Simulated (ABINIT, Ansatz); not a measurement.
## How the form of the self-energy moves the gap of GaCuSe2 (I-42d)

How much does the gap of GaCuSe2 (I-42d) depend on the approximation to the self-energy?

Main program and level: ABINIT 10.8.3; PBE and many-body steps on it, plane waves.

**The experiments to reproduce.**

- Gap 1.72 eV: thermal gap from intrinsic conductivity perpendicular to c, 380-530 K; temperature-dependent electrical conductivity; bulk crystal (n-type Bridgman-grown single crystal) (“Growth and anisotropy of transport properties of CuGaSe2 single crystals”, 2018, pmc:6251020).

- Gap 1.7 eV: thermal gap from Hall coefficient in intrinsic region, perpendicular to c; temperature-dependent Hall effect; bulk crystal (n-type Bridgman-grown single crystal) (“Growth and anisotropy of transport properties of CuGaSe2 single crystals”, 2018, pmc:6251020).

Most raw output is cut from this account.

In doubt: a PseudoDojo file used here is known to give poor structures and forces, which bears on pressures, cells, forces and phonons.

**1. Set-up**

The structure is tetragonal, space group I-42d (No. 122). Conventional cell: a = 5.619 Å, b = 5.619 Å, c = 11.026 Å, α = 90.00°, β = 90.00°, γ = 90.00°. Nearest to Ga lie 4 Se at 2.42 Å. Cu has 4 Se at 2.42 Å nearest. Nearest to Se lie 2 Ga at 2.42 Å and 2 Cu at 2.42 Å. Farther neighbours and most contacts between anions are not listed.

Coordinates:

```cif
data_structure
_symmetry_space_group_name_H-M 'I-42d'
_symmetry_Int_Tables_number 122
_cell_length_a 5.6191
_cell_length_b 5.6191
_cell_length_c 11.0260
_cell_angle_alpha 90.000
_cell_angle_beta 90.000
_cell_angle_gamma 90.000
_cell_volume 348.14
loop_
_atom_site_label
_atom_site_type_symbol
_atom_site_symmetry_multiplicity
_atom_site_Wyckoff_symbol
_atom_site_fract_x
_atom_site_fract_y
_atom_site_fract_z
_atom_site_occupancy
Ga1 Ga 4 b 0.50000 0.50000 0.00000 1
Cu1 Cu 4 a 0.00000 0.00000 0.00000 1
Se1 Se 8 d 0.25062 0.25000 0.12500 1
```

The cell and positions come from the Crystallography Open Database and are kept as given unless a step says otherwise.

**2. Empty states on the mesh, 2×2×2 mesh, 406 bands**

This step: ABINIT 10.8.3; DFT, PBE, plane waves, norm-conserving pseudopotentials.

The sums over transitions need many empty states on a uniform mesh; this step solves for them.

Input file run.abi:

```
acell 3*1.0 Angstrom
rprim 
  -2.809550000000 2.809550000000 5.513000000000
  2.809550000000 -2.809550000000 5.513000000000
  2.809550000000 2.809550000000 -5.513000000000
ntypat 3
znucl 31 29 34
natom 8
typat 1 1 2 2 3 3 3 3
xred 
  0.500000000000 0.500000000000 0.000000000000
  0.250000000000 0.750000000000 0.500000000000
  0.000000000000 0.000000000000 0.000000000000
  0.750000000000 0.250000000000 0.500000000000
  0.375000000000 0.375620000000 0.500620000000
  0.624380000000 0.125000000000 0.999380000000
  0.875000000000 0.874380000000 0.499380000000
  0.125620000000 0.625000000000 0.000620000000
pp_dirpath "pseudos"
pseudos "Ga.upf, Cu.upf, Se.upf"
ecut 50
ngkpt 2 2 2
nshiftk 1
shiftk 0 0 0
kptopt 1
chksymbreak 0
iscf -2
irdden 1
istwfk *1
nband 406
nbdbuf 36
tolwfr 1e-09
nstep 60
prtvol 0
indata_prefix "in"
outdata_prefix "out"
tmpdata_prefix "tmp"
```

The run is started by

```console
$ OMP_NUM_THREADS=4 mpirun -n 4 abinit run.abi > log
```

Elapsed: 4.9 min, on 4 MPI ranks of Arm Neoverse V1, shared host; peak memory 1.2 GiB.

This step gave:

```
gap                                                           : 0.2242 eV
k of the valence top                                          : 0, 0, 0
k of the conduction bottom                                    : 0, 0, 0
least direct gap                                              : 0.2242 eV
k points computed                                             : 4
lowest point of the top converged band, above the valence top : 71.3575 eV
```

On this mesh the gap is 0.224 eV.

The density comes from a self-consistent run that is not shown.

**3. Screening, 2×2×2 mesh, 203 bands, screening to 114.3 eV**

The RPA dielectric matrix is built and inverted for each q.

This step: RPA screening on PBE, plane waves, norm-conserving pseudopotentials.

Changes to run.abi since step 2:

```diff
@@ -26,10 +26,11 @@
 chksymbreak 0
-iscf -2
-irdden 1
 istwfk *1
-nband 406
-nbdbuf 36
-tolwfr 1e-09
-nstep 60
-prtvol 0
+occopt 1
+irdwfk 1
+optdriver 3
+nband 203
+ecuteps 4.2
+inclvkb 2
+awtr 1
+symchi 1
 indata_prefix "in"
@@ -37 +38,2 @@
 tmpdata_prefix "tmp"
+gwmem 10
```

The run is started by

```console
$ OMP_NUM_THREADS=1 mpirun -n 16 abinit run.abi > log
```

The job ended after 25 min (16 MPI ranks; peak memory 10 GiB).

Numbers from this step:

- ε∞ with local fields, on this mesh, along the program's q direction: 338.8
- the same without local fields: 373.8
- plasma frequency: 37.34 eV
- plane waves in the screening matrix: 461

Local fields lower ε∞ by 9 %. The value itself is an artefact of the mesh, where one narrow direct gap carries too much weight.

**4. G0W0, Godby-Needs plasmon pole**

The self-energy is evaluated for the states that the input lists, and the levels follow from it, in one-shot runs by the linearised quasiparticle equation.

This step: G0W0 on PBE, plane waves, norm-conserving pseudopotentials.

Changes to run.abi since step 3:

```diff
@@ -29,8 +29,15 @@
 irdwfk 1
-optdriver 3
+optdriver 4
 nband 203
+gwcalctyp 0
+ecutsigx 50
+symsigma 1
+nkptgw 1
+kptgw 
+  0.0000000000 0.0000000000 0.0000000000
+bdgw 
+  86 90
 ecuteps 4.2
-inclvkb 2
-awtr 1
-symchi 1
+irdscr 1
+ppmodel 1
 indata_prefix "in"
@@ -38,2 +45,2 @@
 tmpdata_prefix "tmp"
-gwmem 10
+gwmem 00
```

The job ended after 61 s (16 MPI ranks; peak memory 20 GiB; 16 min of CPU time).

This step gave:

| Property | Result |
| --- | --- |
| G0W0 gap on the points computed | 0.5980 eV |
| starting gap on the mesh | 0.2242 eV |
| k of the valence top | 0, 0, 0 |
| k of the conduction bottom | 0, 0, 0 |
| Z at the valence top | 0.757 |
| Z at the conduction bottom | 0.813 |
| least direct G0W0 gap on the computed points | 0.5980 eV |

The gap on the mesh goes from 0.22 eV to 0.60 eV, a correction of +0.37 eV.

**5. G0W0, von der Linden-Horsch plasmon pole**

Changes to run.abi since step 4:

```diff
@@ -41,3 +41,3 @@
 irdscr 1
-ppmodel 1
+ppmodel 3
 indata_prefix "in"
```

The job ended after 63 s (16 MPI ranks; peak memory 19 GiB; 17 min of CPU time).

Numbers from this step:

```yaml
g0w0_gap_on_the_points_computed: 0.3250 eV
starting_gap_on_the_mesh: 0.2242 eV
k_of_the_valence_top: 0, 0, 0
k_of_the_conduction_bottom: 0, 0, 0
z_at_the_valence_top: 0.873
z_at_the_conduction_bottom: 0.9
least_direct_g0w0_gap_on_the_computed_points: 0.3250 eV
```

Against G0W0 in ABINIT (2×2×2 mesh, 203 bands, screening to 114.3 eV, Godby-Needs plasmon pole), the gap moves by −0.273 eV.

**6. G0W0, Engel-Farid plasmon pole**

Changes to run.abi since step 5:

```diff
@@ -41,3 +41,3 @@
 irdscr 1
-ppmodel 3
+ppmodel 4
 indata_prefix "in"
```

Wall time 64 s (16 MPI ranks); peak memory 19 GiB.

Numbers from this step:

* G0W0 gap on the points computed: 0.4440 eV
* starting gap on the mesh: 0.2242 eV
* k of the valence top: 0, 0, 0
* k of the conduction bottom: 0, 0, 0
* least direct G0W0 gap on the computed points: 0.4440 eV

Against G0W0 in ABINIT (2×2×2 mesh, 203 bands, screening to 114.3 eV, Godby-Needs plasmon pole), the gap moves by −0.154 eV.

**7. One-shot Hartree-Fock**

This step: one-shot Hartree-Fock on PBE, plane waves, norm-conserving pseudopotentials.

Changes to run.abi since step 6:

```diff
@@ -30,4 +30,4 @@
 optdriver 4
-nband 203
-gwcalctyp 0
+nband 92
+gwcalctyp 5
 ecutsigx 50
@@ -39,5 +39,4 @@
   86 90
-ecuteps 4.2
-irdscr 1
-ppmodel 4
+ixc_sigma 40
+fftgw 31
 indata_prefix "in"
```

Wall time 43 s (16 MPI ranks); peak memory 19 GiB; 11 min of CPU time.

This step gave:

- quasiparticle gap on the points computed: 8.280 eV
- starting gap on the mesh: 0.2242 eV
- k of the valence top: 0, 0, 0
- k of the conduction bottom: 0, 0, 0
- least direct quasiparticle gap on the computed points: 8.280 eV

Against G0W0 in ABINIT (2×2×2 mesh, 203 bands, screening to 114.3 eV, Godby-Needs plasmon pole), the gap moves by +7.682 eV.

**8. Side by side**

Times are wall times on 16 MPI ranks of Arm Neoverse V1, shared host, good to a factor of about two. A run's time includes the screening step that it read.

| run | mesh | bands | screening cutoff (eV) | DFT gap (eV) | gap on the mesh (eV) | direct (eV) | ε∞ used | time |
| --- | --- | --- | --- | --- | --- | --- | --- | --- |
| G0W0, Godby-Needs plasmon pole | 2×2×2 | 203 | 114.3 | 0.224 | 0.598 | 0.598 | 338.82 | 26 min |
| G0W0, von der Linden-Horsch plasmon pole | 2×2×2 | 203 | 114.3 | 0.224 | 0.325 | 0.325 | 338.82 | 26 min |
| G0W0, Engel-Farid plasmon pole | 2×2×2 | 203 | 114.3 | 0.224 | 0.444 | 0.444 | 338.82 | 26 min |
| one-shot Hartree-Fock | 2×2×2 | - | - | 0.224 | 8.280 | 8.280 | - | 43 s |

**9. What came out**

| Property | Result |
| --- | --- |
| G0W0, Godby-Needs plasmon pole | 0.598 eV |
| G0W0, von der Linden-Horsch plasmon pole | 0.325 eV |
| G0W0, Engel-Farid plasmon pole | 0.444 eV |
| one-shot Hartree-Fock | 8.280 eV |
| known limits | not at the basis limit; screening runs away on this mesh; d shell near the gap, gap tends to lie low; no spin-orbit coupling; coarse k mesh |

G0W0, von der Linden-Horsch plasmon pole: −0.273 eV against G0W0, Godby-Needs plasmon pole. G0W0, Engel-Farid plasmon pole: −0.154 eV against G0W0, Godby-Needs plasmon pole. One-shot Hartree-Fock: +7.682 eV against G0W0, Godby-Needs plasmon pole. Bare exchange alone opens the gap to 8.28 eV; against G0W0, correlation takes back 7.68 eV. Against experiment, by G0W0, Godby-Needs plasmon pole: the gap of 0.60 eV lies −1.12 eV from the measured 1.72 eV (transport, 2018); the gap of 0.60 eV lies −1.10 eV from the measured 1.7 eV (transport, 2018). These are gaps on the mesh, at modest bands and cutoff. The calculation has static nuclei and no excitons; a measured gap holds zero-point and thermal motion, which mostly lowers it. Bands and cutoff are finite, so the gap is not at the basis limit. The miss can reach some tenths of an eV and take either sign; the mesh is an error of its own. In the G0W0 runs levels were corrected at 1 k point alone, so a gap called «on the mesh» is the least over those, and an edge elsewhere would be missed. The 2×2×2 mesh is coarse for this cell, which bears on the long-range parts of exchange and screening. For the PBE start: On this mesh the RPA ε∞ passes 90, more than nearly any semiconductor shows; a coarse mesh does this where one point with a narrow direct gap carries much weight. The screening is then too strong, and the G0W0 gap should not be taken as the material's. A d shell, filled or nearly so, lies near the gap. One-shot GW converges very slowly in bands there, not always from below, and on a semilocal start the gap tends to come out low; starts rich in exact exchange can overshoot instead. The many-body steps are scalar-relativistic: spin-orbit coupling is not in them.

[Paths, hosts, dates, memory and timing lines, banners, echoed tables and standing remarks are left out of the program output.]

[Logs are printed without paths, hosts, clocks, repeated set-up lines and the standing remarks that a program may print on its own settings, such as how far it seeks lower states.]

[Runs of the session that timed out or met a known fault of the program may be left out.]

[Hosts, paths, dates, database ids (printed as entryN), source tags and the programs' standing remarks are cut or masked in the printed files.]

[G0W0 gaps are taken among the corrected bands and points alone; a level outside them can change the order at an edge.]

[Where Ansatz stands beside ABINIT at settings called matched, ABINIT's density can come from a denser mesh and the files from another edition; pairs whose starting gaps differed by over 0.03 eV were left out, so agreement reads better than it is.]
